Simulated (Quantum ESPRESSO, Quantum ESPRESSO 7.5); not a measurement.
## Work function and surface energy of Mg(0001) against thickness

Aim: how the work function and the surface energy of Mg(0001) settle with the number of layers.

Program: Quantum ESPRESSO 7.5. Level of theory: plane-wave DFT, PBE, GBRV ultrasoft pseudopotentials. Values are calculated unless marked as measured.

## (1) The structure

The cell holds 8 atoms: 8 Mg. Cell: a = 3.210 Å, b = 3.210 Å, c = 33.246 Å, α = 90.0°, β = 90.0°, γ = 60.0°. It derives from Mg. Vacuum lies along c.

Coordinates:

```xyz
8
Lattice="3.2100 0.0000 0.0000 1.6050 2.7799 0.0000 0.0000 0.0000 33.2456" Properties=species:S:1:pos:R:3
Mg    3.2100    1.8533    7.5000
Mg    0.0000    0.0000   10.1065
Mg    3.2100    1.8533   12.7130
Mg    0.0000    0.0000   15.3196
Mg    3.2100    1.8533   17.9261
Mg    0.0000    0.0000   20.5326
Mg    3.2100    1.8533   23.1391
Mg    0.0000    0.0000   25.7456
```

## (2) The script

ASE writes the inputs, starts pw.x and reads the results. Under ESM bc1 the zero of energy of a symmetric slab is the vacuum, so the work function is minus the Fermi level.

Input file run.py:

```python
import json
import numpy as np
from ase.build import hcp0001
from ase.calculators.espresso import Espresso, EspressoProfile

profile = EspressoProfile(command='mpirun -n 4 pw.x -nk 4', pseudo_dir='../pseudo')
pseudopotentials = {'Mg': 'mg_pbe_v1.4.uspp.F.UPF'}
system = {'ecutwfc': 40, 'ecutrho': 200, 'occupations': 'smearing', 'smearing': 'mv', 'degauss': 0.02}


def calculator(name, kpts, **extra):
    data = dict(control=dict(tprnfor=True, verbosity='high', disk_io='none'),
                system=system | extra,
                electrons=dict(conv_thr=1e-07, mixing_beta=0.4, mixing_mode='local-TF',
                               electron_maxstep=100))
    return Espresso(profile=profile, directory=name, pseudopotentials=pseudopotentials, kpts=kpts, input_data=data)


def centre(atoms):
    z = atoms.positions[:, 2]
    atoms.positions[:, 2] -= (z.max() + z.min()) / 2  # ESM wants the slab about z = 0
    return atoms


rows = []
for n in [2, 4, 6, 8]:
    slab = centre(hcp0001('Mg', size=(1, 1, n), a=3.21, c=5.21304, vacuum=7.5, periodic=True))
    slab.set_initial_magnetic_moments([0.0] * n)
    slab.calc = calculator(f'n{n}', (12, 12, 1), assume_isolated='esm', esm_bc='bc1')
    energy = slab.get_potential_energy()
    work = -slab.calc.get_fermi_level()
    force = slab.get_forces()[-1, 2]
    rows.append([n, energy, work, force])
    print(f'{n} layers: E = {energy:.5f} eV, work function {work:.3f} eV, force on the top atom {force:+.3f} eV/A')

n, energy = np.array(rows)[:, :2].T
slope, offset = np.polyfit(n[1:], energy[1:], 1)
area = np.linalg.norm(np.cross(*slab.cell[:2]))
gamma = offset / (2 * area) * 16.0218
print(f'bulk energy from the slope {slope:.5f} eV an atom; unrelaxed surface energy {gamma:.3f} J/m^2')
json.dump(dict(rows=rows, slope=slope, gamma=gamma), open('result.json', 'w'))
```

Run with:

```sh
> OMP_NUM_THREADS=1 python run.py
```

The program printed:

```text
2 layers: E = -3409.58556 eV, work function 3.739 eV, force on the top atom +0.089 eV/A
4 layers: E = -6819.83605 eV, work function 3.782 eV, force on the top atom +0.051 eV/A
6 layers: E = -10230.06534 eV, work function 3.709 eV, force on the top atom +0.028 eV/A
8 layers: E = -13640.30842 eV, work function 3.653 eV, force on the top atom +0.005 eV/A
bulk energy from the slope -1705.11809 eV an atom; unrelaxed surface energy 0.573 J/m^2
```

It took 4.3 min on 4 MPI ranks of Arm Neoverse V2, shared host; peak memory 1 GiB; 17 min of CPU time.

The input that ASE wrote for the first run, and its log:

```
&CONTROL
   verbosity        = 'high'
   tprnfor          = .true.
   disk_io          = 'none'
   pseudo_dir       = '../pseudo'
/
&SYSTEM
   ecutwfc          = 40
   ecutrho          = 200
   occupations      = 'smearing'
   degauss          = 0.02
   smearing         = 'mv'
   assume_isolated  = 'esm'
   esm_bc           = 'bc1'
   ntyp             = 1
   nat              = 2
   ibrav            = 0
/
&ELECTRONS
   electron_maxstep = 100
   conv_thr         = 1e-07
   mixing_mode      = 'local-TF'
   mixing_beta      = 0.4
/
&IONS
/
&CELL
/
&FCP
/
&RISM
/
ATOMIC_SPECIES
Mg 24.305 mg_pbe_v1.4.uspp.F.UPF

K_POINTS automatic
12 12 1  0 0 0

CELL_PARAMETERS angstrom
3.21000000000000 0.00000000000000 0.00000000000000
1.60500000000000 2.77994154614805 0.00000000000000
0.00000000000000 0.00000000000000 17.60652000000000

ATOMIC_POSITIONS angstrom
Mg 0.0000000000 1.8532943641 -1.3032600000  
Mg 0.0000000000 0.0000000000 1.3032600000
```

```text
Program PWSCF v.7.5 starts

     Parallel version (MPI & OpenMP), running on       4 processor cores
     Number of MPI processes:                 4
     Threads/MPI process:                     1

     MPI processes distributed on     1 nodes

Warning: card &CELL ignored
Warning: card &FCP ignored
Warning: card &RISM ignored

     Current dimensions of program PWSCF are:
     Max number of different atomic species (ntypx) = 10
     Max number of k-points (npk) =  40000
     Max angular momentum in pseudopotentials (lmaxx) =  4
     Message from routine setup:
     using ibrav=0 with symmetry is DISCOURAGED, use correct ibrav instead

     K-points division:     npool     =       4
     Subspace diagonalization in iterative solution of the eigenvalue problem:
     a serial algorithm will be used

     G-vector sticks info
     --------------------
     sticks:   dense  smooth     PW     G-vecs:    dense   smooth      PW
     Sum         511     409    121                50771    36145    6399

     Using Slab Decomposition

     bravais-lattice index     =            0
     lattice parameter (alat)  =       6.0660  a.u.
     unit-cell volume          =    1060.2562 (a.u.)^3
     number of atoms/cell      =            2
     number of atomic types    =            1
     number of electrons       =        20.00
     number of Kohn-Sham states=           14
     kinetic-energy cutoff     =      40.0000  Ry
     charge density cutoff     =     200.0000  Ry
     scf convergence threshold =      1.0E-07
     mixing beta               =       0.4000
     number of iterations used =            8  local-TF  mixing
     Exchange-correlation=  SLA  PW   PBX  PBC
                           (   1   4   3   4   0   0   0)

     Effective Screening Medium Method
     =================================
     Boundary Conditions: Vacuum-Slab-Vacuum
     total charge in unit cell        =   0.0000
     grid points for fit at edges     =        4

[... 10 lines left out ...]
     PseudoPot. # 1 for Mg read from file:
     ../pseudo/mg_pbe_v1.4.uspp.F.UPF
     Pseudo is Ultrasoft, Zval = 10.0
     Generated by new atomic code, or converted to UPF format
     Using radial grid of  821 points,  7 beta functions with:
                l(1) =   0
                l(2) =   0
                l(3) =   0
                l(4) =   1
                l(5) =   1
                l(6) =   2
                l(7) =   2
     Q(r) pseudized with  8 coefficients,  rinner =    1.200   1.200   1.200
                                                       1.200   1.200

     atomic species   valence    mass     pseudopotential
     Mg               10.00    24.30500     Mg( 1.00)

     12 Sym. Ops., with inversion, found ( 6 have fractional translation)

                                    s                        frac. trans.

      isym =  1     identity

 cryst.   s( 1) = (     1          0          0      )
[... 256 lines left out ...]

[... 65 lines left out ...]
     iteration # 11     ecut=    40.00 Ry     beta= 0.40

---- Real-time Memory Report at c_bands before calling an iterative solver
           124 MiB given to the printing process from OS
            60 MiB allocation reported by mallinfo(arena+hblkhd)
------------------
     c_bands:  1 eigenvalues not converged

     total energy              =    -250.59992912 Ry
     estimated scf accuracy    <       0.00000238 Ry

     iteration # 12     ecut=    40.00 Ry     beta= 0.40

---- Real-time Memory Report at c_bands before calling an iterative solver
           124 MiB given to the printing process from OS
            60 MiB allocation reported by mallinfo(arena+hblkhd)
------------------

     End of self-consistent calculation

          k = 0.0000 0.0000 0.0000 (  4423 PWs)   bands (ev):

   -79.9770 -79.9756 -46.7781 -46.7630 -46.7211 -46.7211 -46.7188 -46.7188
    -9.8066  -7.3948  -4.3995  -1.4906  -0.4566   0.8866

     occupation numbers
     1.0000   1.0000   1.0000   1.0000   1.0000   1.0000   1.0000   1.0000
     1.0000   1.0000   1.0132   0.0000   0.0000   0.0000

[... 108 lines left out ...]

     the Fermi energy is    -3.7389 ev

!    total energy              =    -250.59993816 Ry
     estimated scf accuracy    <       0.00000007 Ry
     smearing contrib. (-TS)   =      -0.00013418 Ry
     internal energy E=F+TS    =    -250.59980398 Ry

     The total energy is F=E-TS. E is the sum of the following terms:
     one-electron contribution =     255.76587444 Ry
     hartree contribution      =    -139.29067211 Ry
     xc contribution           =     -33.64993087 Ry
     ewald contribution        =    -333.42507545 Ry

     convergence has been achieved in  12 iterations

     Forces acting on atoms (cartesian axes, Ry/au):

     atom    1 type  1   force =     0.00000000   -0.00000000   -0.00346293
     atom    2 type  1   force =     0.00000000   -0.00000000    0.00346293
     The non-local contrib.  to forces
     atom    1 type  1   force =     0.00000000   -0.00000000   -0.11162791
     atom    2 type  1   force =     0.00000000    0.00000000    0.11162791
     The ionic contribution  to forces
     atom    1 type  1   force =     0.00000000   -0.00000000  -39.11493636
     atom    2 type  1   force =    -0.00000000    0.00000000   39.11493636
     The local contribution  to forces
     atom    1 type  1   force =     0.00000000   -0.00000000   39.22220363
     atom    2 type  1   force =     0.00000000    0.00000000  -39.22220735
     The core correction contribution to forces
     atom    1 type  1   force =     0.00000000    0.00000000    0.00000000
     atom    2 type  1   force =     0.00000000    0.00000000    0.00000000
     The Hubbard contrib.    to forces
     atom    1 type  1   force =     0.00000000    0.00000000    0.00000000
     atom    2 type  1   force =     0.00000000    0.00000000    0.00000000
     The SCF correction term to forces
     atom    1 type  1   force =    -0.00000001   -0.00000001    0.00089578
     atom    2 type  1   force =    -0.00000001    0.00000001   -0.00089592

     Total force =     0.004897     Total SCF correction =     0.001267
     SCF correction compared to forces is large: reduce conv_thr to get better values
     Message from routine punch:
     Nothing written, as per user request (disk_io='none')

=------------------------------------------------------------------------------=
   JOB DONE.
=------------------------------------------------------------------------------=
```

This step gave:

| Quantity | Value |
| --- | --- |
| surface energy | 0.5733 J/m² |
| work function of the thickest slab | 3.653 eV |

Work function against layers:

```csv
layers,work function (eV)
2.00,3.74
4.00,3.78
6.00,3.71
8.00,3.65
```

The force on the top atom along the normal by layers:

```
layers  force on the top atom along the normal (eV/Å)
  2.00                                         0.0890
  4.00                                         0.0510
  6.00                                         0.0278
  8.00                                        0.00515
```

Table of energy less the bulk line's slope by layers:

```csv
layers,energy less the bulk line's slope (meV)
2.00,651
4.00,636
6.00,643
8.00,636
```

## (3) Running the series: PBE, SG15 norm-conserving

Level of this step: plane-wave DFT, PBE, SG15 norm-conserving pseudopotentials (Quantum ESPRESSO 7.5).

run.py, as its differences from the input of step 2:

```diff
@@ -6,4 +6,4 @@
 profile = EspressoProfile(command='mpirun -n 4 pw.x -nk 4', pseudo_dir='../pseudo')
-pseudopotentials = {'Mg': 'mg_pbe_v1.4.uspp.F.UPF'}
-system = {'ecutwfc': 40, 'ecutrho': 200, 'occupations': 'smearing', 'smearing': 'mv', 'degauss': 0.02}
+pseudopotentials = {'Mg': 'Mg_ONCV_PBE-1.2.upf'}
+system = {'ecutwfc': 60, 'ecutrho': 240, 'occupations': 'smearing', 'smearing': 'mv', 'degauss': 0.02}
```

Run with:

```sh
> OMP_NUM_THREADS=1 python run.py
```

The program printed:

```text
2 layers: E = -2955.96177 eV, work function 3.743 eV, force on the top atom +0.102 eV/A
4 layers: E = -5912.59012 eV, work function 3.788 eV, force on the top atom +0.038 eV/A
6 layers: E = -8869.19717 eV, work function 3.715 eV, force on the top atom +0.033 eV/A
8 layers: E = -11825.81795 eV, work function 3.653 eV, force on the top atom +0.002 eV/A
bulk energy from the slope -1478.30696 eV an atom; unrelaxed surface energy 0.575 J/m^2
```

The job ended after 7.5 min (4 MPI ranks; peak memory 1.1 GiB; 30 min of CPU time).

This step gave:

- surface energy: 0.5745 J/m²

Table of work function by layers:

```
layers  work function (eV)
  2.00                3.74
  4.00                3.79
  6.00                3.72
  8.00                3.65
```

Table of force on the top atom along the normal by layers:

| layers | force on the top atom along the normal (eV/Å) |
| --- | --- |
| 2.00 | 0.102 |
| 4.00 | 0.0382 |
| 6.00 | 0.0332 |
| 8.00 | 0.00218 |

Table of energy less the bulk line's slope by layers:

```csv
layers,energy less the bulk line's slope (meV)
2.00,652
4.00,638
6.00,645
8.00,638
```

## (4) The arithmetic

γ = (E_N − N e_bulk)/(2A). The excess of the thickest slab is 0.636 eV and A = 8.924 Å²: 0.636/(2 × 8.924) × 16.02 = 0.57 J/m² (1 eV/Å² = 16.02 J/m²); the fit's intercept gives 0.57.

## (5) Results

```yaml
work_function_of_the_thickest_slab_pbe_gbrv_ultrasoft: 3.65 eV
unrelaxed_surface_energy_pbe_gbrv_ultrasoft: 0.57 J/m²
work_function_of_the_thickest_slab_pbe_sg15_norm_conserving: 3.65 eV
unrelaxed_surface_energy_pbe_sg15_norm_conserving: 0.57 J/m²
```

In words: The thickest slab gives a work function of 3.65 eV and the series an unrelaxed surface energy of 0.57 J/m² (PBE, GBRV ultrasoft). The work function swings by 0.13 eV over 2 to 8 layers and by 0.06 eV over the last step; confined states crossing the Fermi level and the finite mesh both contribute. So 8 layers don't yet hold the work function to 0.05 eV on this mesh. The top atom feels almost no force. The slabs are cut from the bulk at the tabulated lattice constant and not relaxed; the surface energy comes from a straight line through the energies of all but the thinnest slab.

[Long decimals in the printed logs are rounded to 6 places.]

[Repeated lines of the later SCF iterations (solver, time, negative density, dipole) and banner, clock, host and MPI lines are left out of these logs without a mark at each place.]

[Logs are printed without paths, hosts, clocks, repeated set-up lines and the standing remarks that a program may print on its own settings, such as how far it seeks lower states.]

[Hosts, paths, dates, database ids (printed as entryN), source tags and the programs' standing remarks are cut or masked in the printed files.]

[Maps of the electrostatic potential energy from Ansatz leave out the sawtooth potential of an applied field or a dipole correction, so their vacuum need not be flat; planar profiles and work functions include it.]
